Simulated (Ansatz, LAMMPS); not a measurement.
**Elastic response of amorphous Ge (61 atoms)**

Aim: relax amorphous Ge (61 atoms), then change its volume and shape to read moduli from the stress.

Calculated with Ansatz 0.2.0; Kohn-Sham DFT, PBE, PAW (set soft_1), plane waves.

## (1) The starting structure

The cell holds 61 atoms: 61 Ge. Its edges and angles: a = 11.512 Å, b = 11.512 Å, c = 11.512 Å, α = 90.0°, β = 90.0°, γ = 90.0°. 61 atoms (61 Ge) placed at random at 4.82 g/cm³, melted at 3500 K for 10 ps at fixed volume with the Tersoff potential (Tersoff, Phys. Rev. B 39, 5566 (1989)). Quenched from 3500 K to 100 K at 5 K/ps and fixed volume, held 5 ps, then minimised at fixed cell.

What the set-up can't give: The quench rate of 5 K/ps is orders of magnitude faster than experiment, which tends to freeze in extra defects. The starting topology of bonds comes from the classical model, and needn't be the one that DFT or experiment would give. Sampling is at Γ alone.

## (2) Single point at the start

The forces at the start show how far the geometry lies from a minimum of this functional.

Contents of input.yaml:

```yaml
crystal:
  lattice:
    - [11.5121, 0.0, 0.0]
    - [0.0, 11.5121, 0.0]
    - [0.0, 0.0, 11.5121]
  atoms:
    - { symbol: Ge, position: [0.11338, 0.64802, 0.30819] }
    - { symbol: Ge, position: [0.36377, 0.76009, 0.13534] }
    - { symbol: Ge, position: [0.01567, 0.04839, 0.38366] }
    - { symbol: Ge, position: [0.53301, 0.50815, 0.38388] }
    - { symbol: Ge, position: [0.78103, 0.17663, 0.14985] }
    - { symbol: Ge, position: [0.03642, 0.30423, 0.60778] }
    - { symbol: Ge, position: [0.8375, 0.33078, 0.30058] }
    - { symbol: Ge, position: [0.06507, 0.52138, 0.64909] }
    - { symbol: Ge, position: [0.89976, 0.66303, 0.27533] }
    - { symbol: Ge, position: [0.58742, 0.89037, 0.04848] }
    - { symbol: Ge, position: [0.63535, 0.04717, 0.90153] }
    - { symbol: Ge, position: [0.58127, 0.71693, 0.43645] }
    - { symbol: Ge, position: [0.37319, 0.53355, 0.88124] }
    - { symbol: Ge, position: [0.51324, 0.09699, 0.31198] }
    - { symbol: Ge, position: [0.50055, 0.71266, 0.84194] }
    - { symbol: Ge, position: [0.75667, 0.43923, 0.65224] }
    - { symbol: Ge, position: [0.00828, 0.09814, 0.15803] }
    - { symbol: Ge, position: [0.3052, 0.98275, 0.32089] }
    - { symbol: Ge, position: [0.47733, 0.18504, 0.95487] }
    - { symbol: Ge, position: [0.34108, 0.43404, 0.46352] }
    - { symbol: Ge, position: [0.20186, 0.1652, 0.65008] }
    - { symbol: Ge, position: [0.37451, 0.86293, 0.95119] }
    - { symbol: Ge, position: [0.04692, 0.44318, 0.01919] }
    - { symbol: Ge, position: [0.36804, 0.55111, 0.09445] }
    - { symbol: Ge, position: [0.00552, 0.22881, 0.9737] }
    - { symbol: Ge, position: [0.50827, 0.85645, 0.27622] }
    - { symbol: Ge, position: [0.86976, 0.63044, 0.63881] }
    - { symbol: Ge, position: [0.79287, 0.20751, 0.91288] }
    - { symbol: Ge, position: [0.82363, 0.95862, 0.42858] }
    - { symbol: Ge, position: [0.66816, 0.92805, 0.72143] }
    - { symbol: Ge, position: [0.18403, 0.4876, 0.17888] }
    - { symbol: Ge, position: [0.03426, 0.89654, 0.86321] }
    - { symbol: Ge, position: [0.2751, 0.79715, 0.60991] }
    - { symbol: Ge, position: [0.19801, 0.98905, 0.51205] }
    - { symbol: Ge, position: [0.70997, 0.97911, 0.2356] }
    - { symbol: Ge, position: [0.39256, 0.27947, 0.6191] }
    - { symbol: Ge, position: [0.83635, 0.79257, 0.78968] }
    - { symbol: Ge, position: [0.0174, 0.89939, 0.08044] }
    - { symbol: Ge, position: [0.84571, 0.23562, 0.69063] }
    - { symbol: Ge, position: [0.87144, 0.4878, 0.153] }
    - { symbol: Ge, position: [0.6782, 0.38954, 0.85402] }
    - { symbol: Ge, position: [0.20328, 0.60868, 0.50716] }
    - { symbol: Ge, position: [0.17918, 0.82647, 0.21317] }
    - { symbol: Ge, position: [0.50147, 0.79208, 0.63329] }
    - { symbol: Ge, position: [0.02177, 0.26626, 0.39832] }
    - { symbol: Ge, position: [0.69886, 0.51941, 0.0304] }
    - { symbol: Ge, position: [0.21324, 0.3236, 0.30789] }
    - { symbol: Ge, position: [0.13554, 0.10012, 0.8507] }
    - { symbol: Ge, position: [0.20664, 0.77644, 0.81902] }
    - { symbol: Ge, position: [0.79996, 0.73502, 0.45412] }
    - { symbol: Ge, position: [0.15501, 0.55876, 0.84598] }
    - { symbol: Ge, position: [0.22654, 0.13349, 0.18705] }
    - { symbol: Ge, position: [0.56515, 0.1913, 0.49975] }
    - { symbol: Ge, position: [0.4658, 0.34978, 0.81569] }
    - { symbol: Ge, position: [0.8304, 0.8128, 0.1346] }
    - { symbol: Ge, position: [0.30132, 0.0733, 0.98549] }
    - { symbol: Ge, position: [0.54103, 0.45853, 0.172] }
    - { symbol: Ge, position: [0.70582, 0.72556, 0.95988] }
    - { symbol: Ge, position: [0.73062, 0.07811, 0.58405] }
    - { symbol: Ge, position: [0.68047, 0.37134, 0.45558] }
    - { symbol: Ge, position: [0.55977, 0.2413, 0.14659] }
kpoints:
  mp_grid: { grid: [1, 1, 1] }
hamiltonian:
  xc: pbe
  pseudopotentials: { kind: paw, azcp: { folder: soft_1 } }
scf:
  occupations: { method: fermi_dirac, width: 0.05 }
output:
  forces: true
```

Launch:

```console
$ ansatz run input.yaml --threads 4 --pin off --max-ram 8192MiB --backend cpu --events-out ev --progress --plain --runs-dir out
```

Numbers of over 12 decimals in the logs are rounded to 6 here.

The log of the run:

```text
[...]
Pseudopotentials: kind: paw
Pseudopotential: Ge, paw, valence charge 14, recommended cutoff 420 eV (normal), soft_1/Ge.paw.azcp
[... 5 lines on functional and potentials left out ...]
Crystal: 61 atoms, lattice volume = 1525.681 Å³
Basis set: ecut = 420 eV, 29855 PW (Γ), exchange–correlation on 160×160×160 points (8 copies of the dense FFT grid, shifted against one another)
Bands: 488, of which v1, the nominal top of the filled ones, is band 427 counted from 1 (426 counted from 0)
Symmetry: 1 space group operations
Space group: P1 (ITA 1), of the structure as read, at distance tolerance 1.2e-4 Å
k-points: 1
[... 3 lines on functional and potentials left out ...]
Initial density: superposition of atomic densities (chi_scale 0.1, normalization cell)
Initial wavefunctions: pseudopotential atomic-orbital guess
[...]
SCF iter   1: F=—  HF=-261981.301087 eV  |F-HF|=—  |Δ(HF+E_count)|=         —  Δρ=2.92e-2  dr2=1.43e1  ethr=3.10e-3  ⟨swp⟩=6.0  Hψ=1752  notcnv=0
preconditioner: auto → LDOS  [metal: Δε(μ)=0.063 eV  Ē_g=21.160 eV  σ=0.050 eV  W_gap=0.30  n_scr=388 (ndim 8)  ℏωp=27.8 eV  f_vac=0.062  D(μ)=21.50/eV (n_scr^D=92)  β→1.0]
[...]
SCF iter  10: F=—  HF=-261979.671900 eV  |F-HF|=—  |Δ(HF+E_count)|=   4.98e-9  Δρ=2.29e-6  dr2=1.96e-7  ethr=1.69e-10  ⟨swp⟩=2.0  Hψ=874  notcnv=0  defer=37
SCF iter  11: F=-261979.671900 eV  HF=-261979.671900 eV  |F-HF|=1.31e-8  |Δ(HF+E_count)|=   4.45e-9  Δρ=9.11e-7  dr2=2.75e-8  ethr=1.17e-11  ⟨swp⟩=4.0  Hψ=1347  notcnv=0
SCF 1 converged in 11 iterations: F = -261979.671900 eV  dr2 = 2.75e-8
[...]
SCF converged after 11 iterations
Free energy (F): -261979.671900 eV
Harris-Foulkes:  -261979.671900 eV  (|F-HF|=1.31e-8)
Internal energy: -261979.483132 eV  (E = F + TS)
E sigma→0 (E₀):  -261979.577516 eV
Entropy (-TS):   -0.188768 eV (-3.095 meV/atom)
Fermi energy:    7.160629 eV
--- Per-component energies (eV) ---
[...]
Σ components = -261979.671900   (vs F -261979.671900, Δ=0.00e0)
--- Forces (eV/Å), atoms counted from 1 ---
  atom   1  Ge    -0.19733821     0.05255050     0.29654064
  atom   2  Ge     0.24686058    -0.50794460     0.02868254
  atom   3  Ge    -0.03905857    -0.11898889    -0.23125608
  atom   4  Ge    -0.22349554    -0.04095596    -0.15999765
[...]
atom  61  Ge     0.59096510     0.07735931    -0.16853580
  max |Σ_I F_I| component: 1.79e-5 eV/Å
```

Wall time 16 s (4 threads of Intel Xeon Platinum 8488C (Sapphire Rapids), shared host); peak memory 2.2 GiB.

The r.m.s. force at the start is 0.22 eV/Å.

## (3) Cell and atoms relaxed

The cell is relaxed with the atoms, since the starting lattice needn't suit this functional.

Contents of input.yaml:

```yaml
crystal:
  lattice:
    - [11.5121, 0.0, 0.0]
    - [0.0, 11.5121, 0.0]
    - [0.0, 0.0, 11.5121]
  atoms:
    [... the 61 atom lines of step 2 ...]
kpoints:
  mp_grid: { grid: [1, 1, 1] }
hamiltonian:
  xc: pbe
  pseudopotentials: { kind: paw, azcp: { folder: soft_1 } }
scf:
  occupations: { method: fermi_dirac, width: 0.05 }
output:
  forces: true
relax:
  f_tol: 0.05
  max_steps: 150
  cell: {}
```

The log of the run:

```text
[...]
Crystal: 61 atoms, lattice volume = 1525.681 Å³
Basis set: ecut = 420 eV, 29855 PW (Γ), exchange–correlation on 160×160×160 points (8 copies of the dense FFT grid, shifted against one another)
Bands: 513, of which v1, the nominal top of the filled ones, is band 427 counted from 1 (426 counted from 0)
Symmetry: 1 space group operations
[...]
k-points: 1
[...]
SCF iter   1: F=—  HF=-261981.300527 eV  |F-HF|=—  |Δ(HF+E_count)|=         —  Δρ=2.92e-2  dr2=1.43e1  ethr=3.10e-3  ⟨swp⟩=6.0  Hψ=1822  notcnv=0
[...]
SCF iter  11: F=-261979.671900 eV  HF=-261979.671900 eV  |F-HF|=1.32e-8  |Δ(HF+E_count)|=   4.89e-9  Δρ=9.16e-7  dr2=2.77e-8  ethr=1.17e-11  ⟨swp⟩=3.0  Hψ=1371  notcnv=0
SCF 1 converged in 11 iterations: F = -261979.671900 eV  dr2 = 2.77e-8
[...]
relax step   1: F+E_penalty+E_count = -261979.67189957 eV  Δ(F+E_penalty+E_count) = +0.000e0 eV  max|allowed force component| = 6.790e-1 eV/Å  Δτ_max = 0.0000 Å  P = -0.228 GPa  Ω = 1525.681 Å³  (11 SCF iters, dr2 threshold 1.00e-7 eV, accepted)
[... from here on, the SCF cycles and remarks between the steps are left out ...]
relax step   2: F+E_penalty+E_count = -261980.73124819 eV  Δ(F+E_penalty+E_count) = -1.059e0 eV  max|allowed force component| = 3.384e-1 eV/Å  Δτ_max = 0.1940 Å  P = -0.187 GPa  Ω = 1512.409 Å³  energy of the carried Pulay correction = +2.035e-3 eV  (7 SCF iters, dr2 threshold 6.10e-6 eV, accepted)
relax step   3: F+E_penalty+E_count = -261980.96775819 eV  Δ(F+E_penalty+E_count) = -2.365e-1 eV  max|allowed force component| = 2.142e-1 eV/Å  Δτ_max = 0.0934 Å  P = -0.014 GPa  Ω = 1503.847 Å³  energy of the carried Pulay correction = +3.358e-3 eV  (7 SCF iters, dr2 threshold 6.10e-6 eV, accepted)
relax step   4: F+E_penalty+E_count = -261981.08451955 eV  Δ(F+E_penalty+E_count) = -1.168e-1 eV  max|allowed force component| = 1.937e-1 eV/Å  Δτ_max = 0.2000 Å  P = -0.041 GPa  Ω = 1501.923 Å³  energy of the carried Pulay correction = +3.656e-3 eV  (8 SCF iters, dr2 threshold 2.87e-6 eV, accepted)
relax step   5: F+E_penalty+E_count = -261981.14516388 eV  Δ(F+E_penalty+E_count) = -6.064e-2 eV  max|allowed force component| = 1.003e-1 eV/Å  Δτ_max = 0.0550 Å  P = +0.002 GPa  Ω = 1499.585 Å³  energy of the carried Pulay correction = +4.019e-3 eV  (6 SCF iters, dr2 threshold 2.35e-6 eV, accepted)
relax step   6: F+E_penalty+E_count = -261981.17024242 eV  Δ(F+E_penalty+E_count) = -2.508e-2 eV  max|allowed force component| = 6.013e-2 eV/Å  Δτ_max = 0.0474 Å  P = +0.018 GPa  Ω = 1499.060 Å³  energy of the carried Pulay correction = +4.101e-3 eV  (7 SCF iters, dr2 threshold 6.29e-7 eV, accepted)
relax step   7: F+E_penalty+E_count = -261981.18199774 eV  Δ(F+E_penalty+E_count) = -1.176e-2 eV  max|allowed force component| = 7.631e-2 eV/Å  Δτ_max = 0.0478 Å  P = -0.000 GPa  Ω = 1499.622 Å³  energy of the carried Pulay correction = +4.013e-3 eV  (7 SCF iters, dr2 threshold 2.26e-7 eV, accepted)
relax step   8: F+E_penalty+E_count = -261981.18865825 eV  Δ(F+E_penalty+E_count) = -6.661e-3 eV  max|allowed force component| = 6.806e-2 eV/Å  Δτ_max = 0.0321 Å  P = -0.011 GPa  Ω = 1500.053 Å³  energy of the carried Pulay correction = +3.946e-3 eV  (7 SCF iters, dr2 threshold 3.64e-7 eV, accepted)
relax step   9: F+E_penalty+E_count = -261981.19884078 eV  Δ(F+E_penalty+E_count) = -1.018e-2 eV  max|allowed force component| = 9.393e-2 eV/Å  Δτ_max = 0.0571 Å  P = -0.012 GPa  Ω = 1499.989 Å³  energy of the carried Pulay correction = +3.956e-3 eV  (8 SCF iters, dr2 threshold 2.90e-7 eV, accepted)
relax step  10: F+E_penalty+E_count = -261981.20918234 eV  Δ(F+E_penalty+E_count) = -1.034e-2 eV  max|allowed force component| = 1.615e-1 eV/Å  Δτ_max = 0.0830 Å  P = -0.012 GPa  Ω = 1499.586 Å³  energy of the carried Pulay correction = +4.019e-3 eV  (8 SCF iters, dr2 threshold 5.51e-7 eV, accepted)
relax step  11: F+E_penalty+E_count = -261981.22553218 eV  Δ(F+E_penalty+E_count) = -1.635e-2 eV  max|allowed force component| = 9.410e-2 eV/Å  Δτ_max = 0.0442 Å  P = -0.010 GPa  Ω = 1499.206 Å³  energy of the carried Pulay correction = +4.078e-3 eV  (7 SCF iters, dr2 threshold 1.63e-6 eV, accepted)
relax step  12: F+E_penalty+E_count = -261981.23909916 eV  Δ(F+E_penalty+E_count) = -1.357e-2 eV  max|allowed force component| = 8.421e-2 eV/Å  Δτ_max = 0.1305 Å  P = +0.018 GPa  Ω = 1497.365 Å³  energy of the carried Pulay correction = +4.364e-3 eV  (8 SCF iters, dr2 threshold 5.53e-7 eV, accepted)
relax step  13: F+E_penalty+E_count = -261981.24379171 eV  Δ(F+E_penalty+E_count) = -4.693e-3 eV  max|allowed force component| = 8.723e-2 eV/Å  Δτ_max = 0.0517 Å  P = +0.005 GPa  Ω = 1497.835 Å³  energy of the carried Pulay correction = +4.291e-3 eV  (7 SCF iters, dr2 threshold 4.43e-7 eV, accepted)
relax step  14: F+E_penalty+E_count = -261981.24938790 eV  Δ(F+E_penalty+E_count) = -5.596e-3 eV  max|allowed force component| = 2.759e-2 eV/Å  Δτ_max = 0.0341 Å  P = -0.008 GPa  Ω = 1498.012 Å³  energy of the carried Pulay correction = +4.264e-3 eV  (7 SCF iters, dr2 threshold 4.76e-7 eV, accepted)
relax step  15: F+E_penalty+E_count = -261981.24510715 eV  Δ(F+E_penalty+E_count) = +4.281e-3 eV  max|allowed force component| = 2.761e-2 eV/Å  Δτ_max = 0.0000 Å  P = -0.009 GPa  Ω = 1498.012 Å³  stress off target by 3.70e-2 GPa  SCF on the basis re-selected at this cell (its energy is not comparable with the rows above)  (5 SCF iters)
basis re-selected at this cell: Δ(F+E_penalty+E_count) = +4.281e-3 eV, ΔP = -0.001 GPa vs the last step (what re-selecting the basis moved, of the pressure what is left beyond the Pulay correction that the steps carried, after the strain that the cell walked since its last selection, [...]
SCF converged after 5 iterations
Free energy (F): -261981.245107 eV
[...]
Internal energy: -261981.201414 eV  (E = F + TS)
E sigma→0 (E₀):  -261981.223260 eV
Entropy (-TS):   -0.043694 eV (-0.716 meV/atom)
Fermi energy:    7.307529 eV
[...]
--- Forces (eV/Å), atoms counted from 1 ---
  atom   1  Ge     0.01362216     0.01402047     0.00192449
  atom   2  Ge    -0.00918961     0.01248684     0.00065740
  atom   3  Ge     0.02636627    -0.02643650    -0.01034448
  atom   4  Ge    -0.00167804     0.00538808    -0.00266225
  atom   5  Ge     0.01499420    -0.01448724    -0.00867566
  atom   6  Ge     0.00540284     0.00307733    -0.00015622
  atom   7  Ge    -0.02760697     0.00572800    -0.00197223
  atom   8  Ge    -0.00021815     0.00478139    -0.00450295
  atom   9  Ge    -0.01569294     0.01212335    -0.00158576
  atom  10  Ge     0.00363831    -0.00136404     0.01455129
  atom  11  Ge    -0.00255042    -0.00557107     0.01421203
  atom  12  Ge     0.00084188     0.00583238     0.00851205
  atom  13  Ge    -0.00170201    -0.01622649    -0.00229370
  atom  14  Ge    -0.00066872     0.00418944     0.01286613
[...]
atom  60  Ge     0.01188771     0.00767760     0.00247161
  atom  61  Ge    -0.00926789     0.00525014    -0.01244246
  max |Σ_I F_I| component: 1.14e-6 eV/Å
--- Stress (GPa, compression-positive) ---
       -0.000690      -0.006695      -0.001021
       -0.006695      -0.035575       0.002815
       -0.001021       0.002815       0.010027
  P = ⅓ Tr σ = -0.0087 GPa (-0.087 kbar)
--- Relaxed structure (14 steps of the walk, 14 accepted, 1 SCFs on fresh bases) ---
  F+E_penalty+E_count = -261981.24510715 eV   max|allowed force component| = 2.761e-2 eV/Å   (the final SCF, on the basis selected at the relaxed cell)
  cell:  # Å, volume = 1498.0121 Å³
    - [11.442073, 0.035531, -0.105983]
    - [0.035531, 11.338812, -0.111493]
    - [-0.105983, -0.111493, 11.548490]
  atoms:
    - { symbol: Ge, position: [0.104064, 0.645608, 0.313061] }
    - { symbol: Ge, position: [0.350382, 0.756752, 0.150692] }
    - { symbol: Ge, position: [0.020441, 0.017070, 0.369442] }
    - { symbol: Ge, position: [0.531633, 0.505506, 0.382486] }
[...]
- { symbol: Ge, position: [0.561464, 0.253702, 0.130638] }
```

The job ended after 2.9 min (4 threads; peak memory 2.3 GiB; 11 min of CPU time).

The relaxation converged after 14 steps, with a largest force component of 0.028 eV/Å.

## (4) Single point at the relaxed geometry

One more single point at the end of the walk gives the fuller output and checks the residual forces.

Contents of input.yaml:

```yaml
crystal:
  lattice:
    - [11.44207, 0.03553, -0.10598]
    - [0.03553, 11.33881, -0.11149]
    - [-0.10598, -0.11149, 11.54849]
  atoms:
    - { symbol: Ge, position: [0.10406, 0.64561, 0.31306] }
    - { symbol: Ge, position: [0.35038, 0.75675, 0.15069] }
    - { symbol: Ge, position: [0.02044, 0.01707, 0.36944] }
    - { symbol: Ge, position: [0.53163, 0.50551, 0.38249] }
    - { symbol: Ge, position: [0.76244, 0.16499, 0.14937] }
    - { symbol: Ge, position: [0.05164, 0.30479, 0.59876] }
    [... 49 atom lines left out ...]
    - { symbol: Ge, position: [0.30077, 0.06188, 0.97754] }
    - { symbol: Ge, position: [0.53972, 0.47081, 0.16829] }
    - { symbol: Ge, position: [0.70279, 0.73622, 0.95911] }
    - { symbol: Ge, position: [0.74766, 0.08091, 0.5789] }
    - { symbol: Ge, position: [0.69713, 0.39253, 0.45991] }
    - { symbol: Ge, position: [0.56146, 0.2537, 0.13064] }
kpoints:
  mp_grid: { grid: [1, 1, 1] }
hamiltonian:
  xc: pbe
  pseudopotentials: { kind: paw, azcp: { folder: soft_1 } }
scf:
  occupations: { method: fermi_dirac, width: 0.05 }
output:
  forces: true
  stress: true
  populations: true
  dos:
    method: { smearing: { sigma: 0.1 } }
    de: 0.1
    projected: { site_lists: { Ge: [Ge] } }
  eigenvalues: true
  write_density: true
  write_potential: true
  volumetric_format: npy
```

The log of the run:

```text
[...]
Crystal: 61 atoms, lattice volume = 1498.012 Å³
Basis set: ecut = 420 eV, 29235 PW (Γ), exchange–correlation on 160×160×160 points (8 copies of the dense FFT grid, shifted against one another)
Bands: 513, of which v1, the nominal top of the filled ones, is band 427 counted from 1 (426 counted from 0)
Symmetry: 1 space group operations
[...]
k-points: 1
[...]
SCF iter   1: F=—  HF=-261982.809473 eV  |F-HF|=—  |Δ(HF+E_count)|=         —  Δρ=2.98e-2  dr2=1.36e1  ethr=3.10e-3  ⟨swp⟩=6.0  Hψ=1822  notcnv=0
[...]
SCF iter  12: F=-261981.245105 eV  HF=-261981.245105 eV  |F-HF|=7.86e-10  |Δ(HF+E_count)|=   5.74e-8  Δρ=7.71e-7  dr2=1.66e-8  ethr=1.17e-11  ⟨swp⟩=14.0  Hψ=3487  notcnv=0
SCF 1 converged in 12 iterations: F = -261981.245105 eV  dr2 = 1.66e-8
[...]
SCF converged after 12 iterations
Free energy (F): -261981.245105 eV
[...]
Internal energy: -261981.201399 eV  (E = F + TS)
E sigma→0 (E₀):  -261981.223252 eV
Entropy (-TS):   -0.043706 eV (-0.716 meV/atom)
Fermi energy:    7.307538 eV
[...]
--- Forces (eV/Å), atoms counted from 1 ---
  atom   1  Ge     0.01380982     0.01379365     0.00178779
  atom   2  Ge    -0.00882654     0.01249130     0.00108381
  atom   3  Ge     0.02655138    -0.02627202    -0.01039990
  atom   4  Ge    -0.00098416     0.00456532    -0.00274699
  atom   5  Ge     0.01510146    -0.01436784    -0.00871194
  atom   6  Ge     0.00548002     0.00241514    -0.00036455
  atom   7  Ge    -0.02814623     0.00585884    -0.00210128
  atom   8  Ge     0.00016578     0.00515394    -0.00489893
  atom   9  Ge    -0.01573817     0.01173616    -0.00211603
  atom  10  Ge     0.00369582    -0.00138070     0.01461224
  atom  11  Ge    -0.00289265    -0.00598506     0.01397383
  atom  12  Ge     0.00113912     0.00639748     0.00894480
  atom  13  Ge    -0.00154893    -0.01660202    -0.00268151
  atom  14  Ge    -0.00080485     0.00378898     0.01302060
[...]
atom  60  Ge     0.01134338     0.00808432     0.00175432
  atom  61  Ge    -0.00914942     0.00571624    -0.01253577
  max |Σ_I F_I| component: 1.01e-5 eV/Å
--- Stress (GPa, compression-positive) ---
       -0.000797      -0.006547      -0.000947
       -0.006547      -0.035899       0.002707
       -0.000947       0.002707       0.010190
  P = ⅓ Tr σ = -0.0088 GPa (-0.088 kbar)
--- Band table (eV) ---
[...]
--- Löwdin populations: 61 sites ---
  site symbol       q [e]
     0     Ge     13.9808
     1     Ge     13.9696
     2     Ge     13.9695
[...]
60     Ge     13.9676
  spilling = 0.002049 (of n_electrons = 854.000000)
```

The job ended after 19 s (4 threads; peak memory 2.3 GiB).

Numbers from this run:

* free energy: -261981.2451 eV
* free energy per atom: -4294.7745 eV/atom
* SCF cycles: 12
* pressure: -0.008835 GPa
* r.m.s. force component: 0.00971 eV/Å
* longest force: 0.03877 eV/Å
* Fermi energy: 7.308 eV
* spacing of highest filled and lowest empty level: 0.2928 eV
* levels partly filled by over 2 per cent: 2
* spilling of the projection: 0.002049

(Part 1 of 2 ends here.)

[Logs are printed without paths, hosts, clocks, repeated set-up lines and the standing remarks that a program may print on its own settings, such as how far it seeks lower states.]

[Hosts, paths, dates, database ids (printed as entryN), source tags and the programs' standing remarks are cut or masked in the printed files.]
